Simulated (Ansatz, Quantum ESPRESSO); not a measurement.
# Complex bands of MgO, rock salt type, lattice constant set to 4.302 Å, part 3 of 3

How good a tunnel barrier is MgO, rock salt type, lattice constant set to 4.302 Å?

Quantum ESPRESSO 7.5; plane-wave DFT, PBEsol, GBRV ultrasoft pseudopotentials; cross-check by Ansatz 0.2.0 with PAW datasets.

So far. Step 2 (Ground state): The run needed 10 iterations to bring the estimated error under 1e-09 Ry.

### 4. Complex bands with pwcond.x, with nz1 = 11

Level of this step: complex band structure by pwcond; plane-wave DFT, PBEsol, GBRV ultrasoft pseudopotentials (Quantum ESPRESSO).

A sensitivity test on the input.

cbs.w.in reads:

```
&inputcond
  outdir = './out'
  prefixl = 'scf'
  band_file = 'cbs.w'
  ikind = 0
  ewind = 4.0
  epsproj = 1e-05
  nz1 = 11
  energy0 = 6.9
  denergy = -0.23
/
4
  0.00000000 0.00000000 1.00000000
  0.50000000 0.00000000 1.00000000
  0.50000000 0.50000000 1.00000000
  0.25000000 0.00000000 1.00000000
40
```

Command:

```bash
$ OMP_NUM_THREADS=1 mpirun -n 2 pwcond.x -in cbs.w.in > cbs.w.out
```

Numbers of over 12 decimals in the logs are rounded to 6 here.

What it wrote:

```text
[banner, memory and clock lines left out]
Program PWCOND v.7.5 starts
[citation notice left out]

[...]
./out/scf.save/

     IMPORTANT: XC functional enforced from input :
     Exchange-correlation= PBESOL
                           (   1   4  10   8   0   0   0)
     Any further DFT definition will be discarded
     Please, verify this is what you really want

     Check: negative core charge=   -0.000003
     Reading collected, re-writing distributed wavefunctions

===== INPUT FILE containing the left lead =====

     GEOMETRY:

     lattice parameter (alat)  =       5.7485  a.u.
     the volume                =     268.6444 (a.u.)^3
     the cross section         =      33.0452 (a.u.)^2
     l of the unit cell        =       1.4142 (alat)
     number of atoms/cell      =            4
     number of atomic types    =            2

     crystal axes: (cart. coord. in units of alat)
               a(1) = (  1.0000  0.0000  0.0000 )
               a(2) = (  0.0000  1.0000  0.0000 )
               a(3) = (  0.0000  0.0000  1.4142 )

   Cartesian axes

     site n.     atom                  positions (alat units)
          1        Mg     tau(  1)=(  0.0000  0.0000  1.4142  )
          2        O      tau(  2)=(  0.5000  0.5000  1.4142  )
          3        Mg     tau(  3)=(  0.5000  0.5000  0.7071  )
          4        O      tau(  4)=(  0.0000  0.0000  0.7071  )

     nr1s                      =           24
     nr2s                      =           24
     nr3s                      =           36
     nr1sx                     =           24
     nr2sx                     =           24
     nr3sx                     =           36
     nr1                       =           25
     nr2                       =           25
     nr3                       =           40
     nr1x                      =           25
     nr2x                      =           25
     nr3x                      =           40

 _______________________________
  Radii of nonlocal spheres:

     type       ibeta     ang. mom.          radius (alat units)
       Mg         1         0                    0.2635
       Mg         2         0                    0.2635
       Mg         3         0                    0.2635
       Mg         4         1                    0.2635
       Mg         5         1                    0.2635
       Mg         6         2                    0.2635
       Mg         7         2                    0.2635
       O          1         0                    0.2179
       O          2         0                    0.2179
       O          3         1                    0.2179
       O          4         1                    0.2179
       O          5         2                    0.2179
----- General information -----

----- Complex band structure calculation -----

     nrx                       =           24
     nry                       =           24
     nz1                       =           11

     energy0               =         6.9E+00
     denergy               =        -2.3E-01
     nenergy               =         40
     ecut2d                =         4.0E+01
     ewind                 =         4.0E+00
     epsproj               =         1.0E-05

     number of k_|| points=    4
                       cryst. coord.
        k(    1) = (   0.0000000   0.0000000), wk =   0.2500000
        k(    2) = (   0.5000000   0.0000000), wk =   0.2500000
        k(    3) = (   0.5000000   0.5000000), wk =   0.2500000
        k(    4) = (   0.2500000   0.0000000), wk =   0.2500000
----- Information about left lead -----

     nocros                   =           32
     noins                    =           32
     norb                     =           96
     norbf                    =           96
     nrz                      =           36

      iorb      type   ibeta   ang. mom.   m       position (alat)
        1        1       1        0        1   taunew(   1)=(  0.0000  0.0000  0.0000)
        2        1       2        0        1   taunew(   2)=(  0.0000  0.0000  0.0000)
[...]
96        2       5        2        5   taunew(  96)=(  0.5000  0.5000  1.4142)
 ngper, shell number =          101          17
 ngper, n2d =          101          55
---  E-Ef =    6.9000000  k =    0.0000000   0.0000000
---  ie =          1  ik =          1
 Nchannels of the left tip =            1
 Right moving states:
   k1(2pi/a)   k2(2pi/a)   E-Ef (eV)
   0.4415818  -0.0000000   6.9000000
 Left moving states:
   k1(2pi/a)   k2(2pi/a)   E-Ef (eV)
  -0.4415819  -0.0000000   6.9000000

---  E-Ef =    6.6700000  k =    0.0000000   0.0000000
---  ie =          2  ik =          1
 Nchannels of the left tip =            1
 Right moving states:
   k1(2pi/a)   k2(2pi/a)   E-Ef (eV)
   0.4144299  -0.0000000   6.6700000
 Left moving states:
   k1(2pi/a)   k2(2pi/a)   E-Ef (eV)
  -0.4144300  -0.0000000   6.6700000
[... further energies and points left out ...]
---  E-Ef =   -1.8400000  k =    0.2500000   0.0000000
---  ie =         39  ik =          4
 Nchannels of the left tip =            2
 Right moving states:
   k1(2pi/a)   k2(2pi/a)   E-Ef (eV)
  -0.0260959   0.0000000  -1.8400000
   0.2418010  -0.0000000  -1.8400000
 Left moving states:
   k1(2pi/a)   k2(2pi/a)   E-Ef (eV)
   0.0260959   0.0000000  -1.8400000
  -0.2418010  -0.0000000  -1.8400000

---  E-Ef =   -2.0700000  k =    0.2500000   0.0000000
---  ie =         40  ik =          4
 Nchannels of the left tip =            2
 Right moving states:
   k1(2pi/a)   k2(2pi/a)   E-Ef (eV)
  -0.1237306   0.0000000  -2.0700000
   0.1865693  -0.0000000  -2.0700000
 Left moving states:
   k1(2pi/a)   k2(2pi/a)   E-Ef (eV)
   0.1237306   0.0000000  -2.0700000
  -0.1865693  -0.0000000  -2.0700000

[...]
```

The job ended after 85 s (2 MPI ranks of Arm Neoverse N1, shared host; peak memory 0.11 GiB; 2.8 min of CPU time).

Beside the run it was changed from:

```csv
quantity,this run,unchanged run,difference
peak of the smallest κ at the zone centre (Å⁻¹),0.298,0.298,0
wall time (s),85,72,
```

The physical values in this table stay within 0.05 %.

### 5. The same in Ansatz

A second code with its own PAW datasets, on the same atoms.

Level of this step: plane-wave DFT, PBEsol, Ansatz PAW (Ansatz 0.2.0).

input.yaml reads:

```yaml
crystal:
  lattice:
    - [3.0419733727, 0.0, 0.0]
    - [0.0, 3.0419733727, 0.0]
    - [0.0, 0.0, 4.302]
  atoms:
    - { symbol: Mg, position: [0.0, 0.0, 0.0] }
    - { symbol: O, position: [0.5, 0.5, 0.0] }
    - { symbol: Mg, position: [0.5, 0.5, 0.5] }
    - { symbol: O, position: [0.0, 0.0, 0.5] }
kpoints:
  mp_grid: { grid: [8, 8, 6] }
hamiltonian:
  xc: pbesol
scf:
  occupations: { method: fixed }
  convergence: { dr2_threshold: 1.0e-09 }
output:
  transmission:
    leads: [[0, 0]]
    kpoints: [[0, 0], [0.5, 0], [0.5, 0.5], [0.25, 0]]
    e_range: [-2.07, 6.9]
    de: 0.23
```

Command:

```bash
$ ansatz run input.yaml --threads 2 --pin off --max-ram 4096MiB --backend cpu --events-out ev --progress --plain --runs-dir out
```

What it wrote:

```text
Engine: ansatz 0.2.0, aarch64-unknown-linux-gnu
Pseudopotentials: kind: paw
Pseudopotential: Mg, paw, valence charge 10, recommended cutoff 420 eV (normal), Mg.paw.azcp
Pseudopotential: O, paw, valence charge 6, recommended cutoff 420 eV (normal), O.paw.azcp
Functional definition: PBEsol
  exchange = pbesol_x
  correlation = pbesol_c
Crystal: 4 atoms, lattice volume = 39.809 Å³
Basis set: ecut = 420 eV, 775 PW (Γ)
Bands: 20, of which v1, the nominal top of the filled ones, is band 16 counted from 1 (15 counted from 0)
Symmetry: 32 space group operations
Space group: Fm-3m (ITA 225), of the structure as read, at distance tolerance 3.4e-5 Å
k-points: 60 of 384
Non-local potential: Mg, projectors of the file, l = 0: 3, l = 1: 2, l = 2: 1
Non-local potential: O, projectors of the file, l = 0: 2, l = 1: 2, l = 2: 1
PAW form: soft (Blöchl's): semilocal exchange-correlation on the pseudo side does not see the compensation charge
PAW frozen core: Mg, regenerated for the run's functional, and the local potential with it (the file was generated under x = pbe(κ = 0.804, μ = 0.219515), c = pbe(β = 0.066725))
PAW frozen core: O, regenerated for the run's functional, and the local potential with it (the file was generated under x = pbe(κ = 0.804, μ = 0.219515), c = pbe(β = 0.066725))
PAW one-centre angular grid: Mg, 110 points (default); XC on 64 Gauss nodes
PAW one-centre angular grid: O, 110 points (default); XC on 64 Gauss nodes
Initial density: superposition of atomic densities (neutral atoms: chi_scale 0, normalization atom), corrected by the library's trained network
Initial wavefunctions: pseudopotential atomic-orbital guess
Functional: x = pbesol(κ = 0.804, μ = 0.123457), c = pbesol(β = 0.046)
SCF iter   1: F=—  HF=-4951.694067 eV  |F-HF|=—  |Δ(HF+E_count)|=         —  Δρ=1.40e-2  dr2=6.25e-2  ethr=1.77e-3  ⟨swp⟩=4.7  Hψ=4914  notcnv=0  defer=92
preconditioner: auto → none  [insulator: Δε(μ)=3.925 eV  Ē_g=15.075 eV  n_scr=14 (ndim 8)  ℏωp=23.5 eV  f_vac=0.000  ε∞_Penn≈3.4]
SCF iter   2: F=—  HF=-4951.679998 eV  |F-HF|=—  |Δ(HF+E_count)|=   1.41e-2  Δρ=7.30e-3  dr2=1.46e-2  ethr=1.95e-4  ⟨swp⟩=2.0  Hψ=2283  notcnv=0  defer=114
SCF iter   3: F=—  HF=-4951.675611 eV  |F-HF|=—  |Δ(HF+E_count)|=   4.39e-3  Δρ=7.34e-4  dr2=1.14e-4  ethr=4.55e-5  ⟨swp⟩=2.0  Hψ=1722  notcnv=0  defer=118
SCF iter   4: F=—  HF=-4951.675590 eV  |F-HF|=—  |Δ(HF+E_count)|=   2.07e-5  Δρ=1.43e-4  dr2=3.50e-6  ethr=3.57e-7  ⟨swp⟩=2.2  Hψ=1796  notcnv=0  defer=19
SCF iter   5: F=—  HF=-4951.675591 eV  |F-HF|=—  |Δ(HF+E_count)|=   1.01e-6  Δρ=1.64e-5  dr2=4.03e-8  ethr=1.09e-8  ⟨swp⟩=2.4  Hψ=1922  notcnv=0
SCF iter   6: F=—  HF=-4951.675593 eV  |F-HF|=—  |Δ(HF+E_count)|=   2.24e-6  Δρ=2.43e-6  dr2=8.29e-10  ethr=3.13e-12  ⟨swp⟩=2.5  Hψ=4215  notcnv=0
SCF iter   7: F=-4951.675593 eV  HF=-4951.675593 eV  |F-HF|=9.09e-13  |Δ(HF+E_count)|=  8.69e-10  Δρ=1.35e-7  dr2=3.00e-12  ethr=2.59e-12  ⟨swp⟩=1.0  Hψ=3361  notcnv=0
SCF 1 converged in 7 iterations: F = -4951.675593 eV  dr2 = 3.00e-12
  greatest PAW one-centre occupation: 1.000 electrons in one spin orbital (limit 2), on the Mg atom at site 2 (counted from 0), in its partial waves of l = 0
transmission: 8 of 32 steps passed
transmission: 16 of 32 steps passed
transmission: 24 of 32 steps passed
transmission: 32 of 32 steps passed
SCF converged after 7 iterations
Free energy (F): -4951.675593 eV
Harris-Foulkes:  -4951.675593 eV  (|F-HF|=9.09e-13)
Internal energy: -4951.675593 eV  (E = F + TS)
E sigma→0 (E₀):  -4951.675593 eV
Fermi energy:    7.251535 eV
--- Per-component energies (eV) ---
  E_band       = -609.982153
  E_kinetic    = 506.384410
  E_local      = -3281.307376  (includes V_loc(G=0)·N_el)
  E_nonlocal   = 287.279918
  E_hartree    = 1133.603126
  E_xc         = -206.607843
  E_vxc        = -266.151523  (∫ρ·V_xc dr)
  E_paw        = -866.398861  (= ΣΔE_a)
  E_vpaw       = -123.398634  (= ΣTr[D̂ρ^β])
  E_aug_tail   = 0.004883  (compensation charges beyond the density's cutoff)
  E_ewald      = -2524.822151
  E_core_change = 0.188300  (= ΣΔE_core)
  E_smearing   = -0.000000  (= −TS)
  E_closure    = 0.000000  (closes the sum)
  Σ components = -4951.675593   (vs F -4951.675593, Δ=0.00e0)
--- Band table (eV; the first three rows and the last of 60) ---
  k-point 0: bands = [... 12 lower, 5.9804, 7.2514, 7.2515, 7.2515, 11.3020, 16.1296, 16.4676, 19.5697]
  k-point 1: bands = [... 12 lower, 6.0530, 6.7224, 7.1506, 7.1506, 11.9182, 16.3488, 16.3891, 19.6440]
  k-point 2: bands = [... 12 lower, 6.2591, 6.2591, 6.8898, 6.8898, 13.2110, 15.7987, 17.0044, 19.5737]
  k-point 59: bands = [... 12 lower, 4.4644, 4.4644, 5.5750, 5.5750, 18.3374, 18.3374, 18.3374, 18.3374]
--- Transmission ---
  basis      : 81 plane waves across, 8 finite elements along
  points     : 4, as listed
  energies   : 40 from -2.070000 to 6.900000 eV about the Fermi level, 0.230000 eV apart; the leads are filled to 2.025213 eV, and channels, transmission and decay are at 2.070000 eV
  crystal 0  : Mg2O2, at the sites [0, 0], period 4.3020 Å: whole cells are its period
    offset         : up to 0.0000 Å between an atom of the period and one for which it stands
    channels       : 0.000000e0 a spin
    conductance    : none, the energies end too early or step too widely for 300 K: set another output.transmission.e_range or a lower de, or, where they end at an eighth of basis.ecutwfc, a higher one
    slowest decay  : 0.2961 /Å at (0.0000, 0.0000)
```

Elapsed: 16 s, on 2 threads; peak memory 0.29 GiB; 20 s of CPU time.

This step gave:

| Item | Value |
| --- | --- |
| free energy | -4951.6756 eV |
| gap by band count | 4.050 eV |
| symmetry operations | 32 |
| slowest decay at the grid energy nearest mid-gap | 0.2961 Å⁻¹ |
| peak of the smallest κ at the zone centre | 0.2961 Å⁻¹ |
| peak of the smallest κ at (1/4, 0) | 0.6158 Å⁻¹ |
| valence top, on the run's zero | 7.252 eV |

K across = (0, 0) in the cell's reciprocal vectors; values within 0.0025 1/Å of each other count once, columns are sorted by size at each energy, a dash where no further value was kept. Table of Im kz of the slowest decaying states by energy, zero at the highest filled level of the SCF mesh:

```csv
energy (eV),decay 1 (Å⁻¹),decay 2 (Å⁻¹),decay 3 (Å⁻¹)
-2.07,0.760,0.998,-
-1.84,0.649,0.999,-
-1.38,0.292,0.997,-
-1.15,0.996,-,-
-0.92,0.994,-,-
-0.46,0.989,-,-
-0.23,0.986,-,-
0.00,0.0125,0.0209,0.982
0.46,0.195,0.473,0.973
0.69,0.229,0.561,0.968
0.92,0.254,0.627,0.963
1.38,0.284,0.725,0.951
1.61,0.292,0.762,0.945
1.84,0.296,0.794,0.938
2.30,0.292,0.846,0.923
2.53,0.285,0.866,0.915
2.99,0.258,0.897,0.901
3.22,0.236,0.888,0.915
3.45,0.207,0.878,0.927
3.91,0.106,0.858,0.947
4.14,0.847,0.955,1.13
4.37,0.835,0.962,1.10
4.83,0.810,0.973,1.04
5.06,0.797,0.976,1.01
5.29,0.784,0.979,-
5.75,0.754,0.916,0.983
5.98,0.739,0.882,0.984
6.21,0.722,0.846,0.984
6.67,0.686,0.770,0.982
6.90,0.667,0.729,0.980
```

K across = (0, 0) in the cell's reciprocal vectors. Table of Re kz of states that move upwards by energy, zero at the highest filled level of the SCF mesh:

```csv
energy (eV),channel 1 (Å⁻¹),channel 2 (Å⁻¹),channel 3 (Å⁻¹)
-2.07,-0.608,-,-
-1.61,-0.499,-,-
-1.15,-0.393,0.317,0.317
-0.69,-0.729,-0.729,-0.284
-0.46,-0.560,-0.560,-0.224
0.00,-,-,-
0.46,-,-,-
0.92,-,-,-
1.38,-,-,-
1.84,-,-,-
2.30,-,-,-
2.53,-,-,-
2.99,-,-,-
3.45,-,-,-
3.91,-,-,-
4.37,0.170,-,-
4.83,0.279,-,-
5.29,0.368,-,-
5.52,0.410,-,-
5.98,0.491,-,-
6.44,0.569,-,-
6.90,0.648,-,-
```

K across = (1/2, 0) in the cell's reciprocal vectors; values within 0.0025 1/Å of each other count once, columns are sorted by size at each energy, a dash where no further value was kept. Table of Im kz of the slowest decaying states by energy, zero at the highest filled level of the SCF mesh:

```csv
energy (eV),decay 1 (Å⁻¹),decay 2 (Å⁻¹),decay 3 (Å⁻¹)
-2.07,0.131,-,-
-1.61,-,-,-
-1.15,-,-,-
-0.69,1.25,-,-
-0.46,0.167,1.28,-
0.00,0.337,1.47,-
0.46,0.429,1.44,-
0.92,0.492,1.40,-
1.38,0.536,1.37,-
1.84,0.567,1.34,-
2.30,0.588,1.31,-
2.53,0.594,1.29,-
2.99,0.602,1.26,-
3.45,0.601,1.23,-
3.91,0.593,1.20,-
4.37,0.577,1.17,-
4.83,0.553,1.15,-
5.29,0.520,1.12,1.48
5.52,0.500,1.10,1.47
5.98,0.449,1.07,1.44
6.44,0.381,1.05,1.41
6.90,0.281,1.02,1.38
```

K across = (1/2, 1/2) in the cell's reciprocal vectors; values within 0.0025 1/Å of each other count once, columns are sorted by size at each energy, a dash where no further value was kept. Im kz of the slowest decaying states against energy, zero at the highest filled level of the SCF mesh:

```csv
energy (eV),decay 1 (Å⁻¹),decay 2 (Å⁻¹)
-2.07,0.422,-
-1.84,0.288,-
-1.61,-,-
-1.38,-,-
-1.15,0.164,0.236
-0.92,0.270,0.370
-0.69,0.339,0.446
-0.46,0.390,0.499
-0.23,0.430,0.539
0.00,0.464,0.569
0.46,0.515,0.614
0.69,0.535,0.631
0.92,0.552,0.644
1.15,0.566,0.655
1.38,0.579,0.664
1.61,0.589,0.671
1.84,0.597,0.676
2.07,0.604,0.680
2.30,0.610,0.683
2.53,0.614,0.684
2.76,0.617,0.685
2.99,0.618,0.684
3.22,0.619,0.682
3.45,0.618,0.679
3.68,0.616,0.675
3.91,0.613,0.670
4.14,0.610,0.664
4.37,0.605,0.658
4.83,0.592,0.641
5.06,0.584,0.632
5.29,0.575,0.621
5.52,0.565,0.610
5.75,0.553,0.597
5.98,0.540,0.583
6.21,0.526,0.568
6.44,0.510,0.552
6.67,0.493,0.534
6.90,0.473,0.515
```

K across = (1/4, 0) in the cell's reciprocal vectors; values within 0.0025 1/Å of each other count once, columns are sorted by size at each energy, a dash where no further value was kept. The Im kz of the slowest decaying states by energy, zero at the highest filled level of the SCF mesh:

```csv
energy (eV),decay 1 (Å⁻¹),decay 2 (Å⁻¹),decay 3 (Å⁻¹)
-2.07,0.943,1.35,-
-1.84,0.841,1.33,-
-1.38,0.195,0.557,1.29
-1.15,0.215,0.292,1.27
-0.92,0.212,1.26,-
-0.46,1.22,-,-
-0.23,0.147,1.21,-
0.00,0.277,0.355,1.19
0.46,0.405,0.642,1.17
0.69,0.447,0.725,1.15
0.92,0.482,0.790,1.14
1.38,0.534,0.889,1.11
1.61,0.554,0.928,1.10
1.84,0.571,0.962,1.09
2.30,0.595,1.02,1.06
2.53,0.604,1.04,1.05
2.99,0.614,1.03,1.08
3.22,0.616,1.02,1.10
3.45,0.616,1.00,1.11
3.91,0.609,0.979,1.14
4.14,0.603,0.966,1.15
4.37,0.594,0.954,1.17
4.83,0.568,0.927,1.19
5.06,0.550,0.913,1.20
5.29,0.527,0.899,1.21
5.75,0.387,0.526,0.870
5.98,0.166,0.604,0.855
6.21,0.641,0.840,1.25
6.67,0.687,0.807,1.28
6.90,0.703,0.790,1.24
```

### 6. The arithmetic

T falls as exp(−2κd). With κ = 0.298 1/Å, 10 Å of barrier pass exp(−2 × 0.298 × 10) = 0.0026 of that channel, interfaces aside.

### 7. Results

| Item | Value |
| --- | --- |
| gap on the SCF mesh | 4.08 eV |
| smallest κ at mid-gap among the four k points, at the zone centre | 0.298 Å⁻¹ |
| peak of the smallest κ in the stop band at the zone centre | 0.298 Å⁻¹ |
| peak of the smallest κ in the stop band at (1/4, 0) | 0.616 Å⁻¹ |
| energy of the peak at the zone centre, over the highest filled level | 2.07 eV |
| peak at the zone centre by Ansatz | 0.296 Å⁻¹ |

**Reading.** With a gap of 4.08 eV on the mesh, the smallest κ at mid-gap among the four k points, at the zone centre is 0.298 Å⁻¹ (PBEsol, GBRV ultrasoft). For a barrier with the Fermi level at mid-gap the slowest state found, at the zone centre, loses a factor of ten in probability every 3.9 Å or so. Stop bands away from the zone centre are mostly wider than the gap, so their peaks can lie above the conduction bottom. At the zone centre pwcond's peak is 0.298 and Ansatz's 0.296 1/Å, 1 % apart. The cell is the a/√2 one, turned by 45°, with two primitive cells, so X along [001] folds onto kz = 0. A semilocal gap is too small, often by a third to a half and by more in narrow-gap crystals, so real barriers decay faster.

[Logs are printed without paths, hosts, clocks, repeated set-up lines and the standing remarks that a program may print on its own settings, such as how far it seeks lower states.]

[Hosts, paths, dates, database ids (printed as entryN), source tags and the programs' standing remarks are cut or masked in the printed files.]

[Maps of the electrostatic potential energy from Ansatz leave out the sawtooth potential of an applied field or a dipole correction, so their vacuum need not be flat; planar profiles and work functions include it.]
